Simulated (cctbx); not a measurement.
# Reading a Patterson map

Space group Cmcm (no. 63), a = 5.3010 Å, b = 8.7830 Å, c = 8.4690 Å, α = 90.00°, β = 90.00°, γ = 90.00°, content Ho8 Ga4 Mn12.

The data are simulated with cctbx, not measured: Mo Kα, λ = 0.71073 Å, to d = 0.77 Å, 80 % of the full sphere, strongest reflection 70000 counts, noise from counting, a 4 % proportional error and a noise floor of 15 counts (s.d.); no absorption.

Patterson synthesis, origin scaled to 1000:

```text
Patterson group C m m m
      u       v       w   height  length (A)
  0.000   0.000   0.000   1000.0     0.00
  0.000   0.334   0.500    506.3     5.15
  0.000   0.000   0.373    390.8     3.16
  0.000   0.334   0.100    239.8     3.06
  0.250   0.250   0.188    214.3     3.02
  0.000   0.500   0.187    209.5     4.67
  0.249   0.081   0.301    104.3     2.96
  0.000   0.163   0.300    102.8     2.92
  0.000   0.000   0.500     52.9     4.23
  0.000   0.500   0.000     48.3     4.39
  0.250   0.250   0.000     37.4     2.56
  0.000   0.194   0.500     18.1     4.56
  0.000   0.108   0.078     12.5     1.15
  0.069   0.000   0.127     10.5     1.14
```

**Question.** Which atom pairs make the peaks, and where is the heaviest atom?

A peak at u stands for all pairs with xi − xj = u, with weight Σ ZiZj against Σ Z² = 47256 at the origin. Peak heights follow these weights only roughly, since form factors, motion and series ripples differ, all vectors within 0.55 Å of a peak are counted as merged into it though the farther ones add only part of their weight, and F(000) is left out, which lowers the whole map:

| u | v | w | shortest length (Å) | height | 1000 ΣZiZj/ΣZ² | pairs in the cell |
| --- | --- | --- | --- | --- | --- | --- |
| 0.000 | 0.334 | 0.500 | 5.15 | 506 | 811 | 4 × Ho–Ho, 8 × Ho–Ga, 6 × Mn–Mn |
| 0.000 | 0.000 | 0.373 | 3.16 | 391 | 380 | 4 × Ho–Ho |
| 0.000 | 0.334 | 0.100 | 3.05 | 240 | 366 | 2 × Ho–Ho, 4 × Ho–Ga |
| 0.250 | 0.250 | 0.188 | 3.02 | 214 | 284 | 8 × Ho–Mn |
| 0.000 | 0.500 | 0.187 | 3.09 | 210 | 284 | 8 × Ho–Mn |
| 0.249 | 0.081 | 0.301 | 2.96 | 104 | 207 | 4 × Ho–Mn, 4 × Ga–Mn |
| 0.000 | 0.163 | 0.300 | 2.92 | 103 | 207 | 4 × Ho–Mn, 4 × Ga–Mn |
| 0.000 | 0.000 | 0.500 | 4.23 | 53 | 81 | 4 × Ga–Ga |
| 0.000 | 0.500 | 0.000 | 2.65 | 48 | 106 | 8 × Mn–Mn |

The table stops at ten peaks or at a height of 45, below which ripples compete. In the model behind the data Ho, the heaviest element, has 1 independent site: (1/2, 0.8327, 0.0643), up to an allowed shift of origin; the Ho–Ho vectors are differences of these positions and their symmetry mates. The whole model:

```csv
atom,mult.,x,y,z,Ueq (Å²)
Ho1,8,1/2,0.8327,0.0643,0.0097
Ga1,4,0,0,0,0.0120
Mn1,8,0.7491,0.9141,3/4,0.0134
Mn2,4,1/2,0.6652,3/4,0.0140
```

The model is made up (kin elements in a known structure type, no relaxation), so it says nothing on whether the phase exists.

[Logs are printed without paths, hosts, clocks, repeated set-up lines and the standing remarks that a program may print on its own settings, such as how far it seeks lower states.]
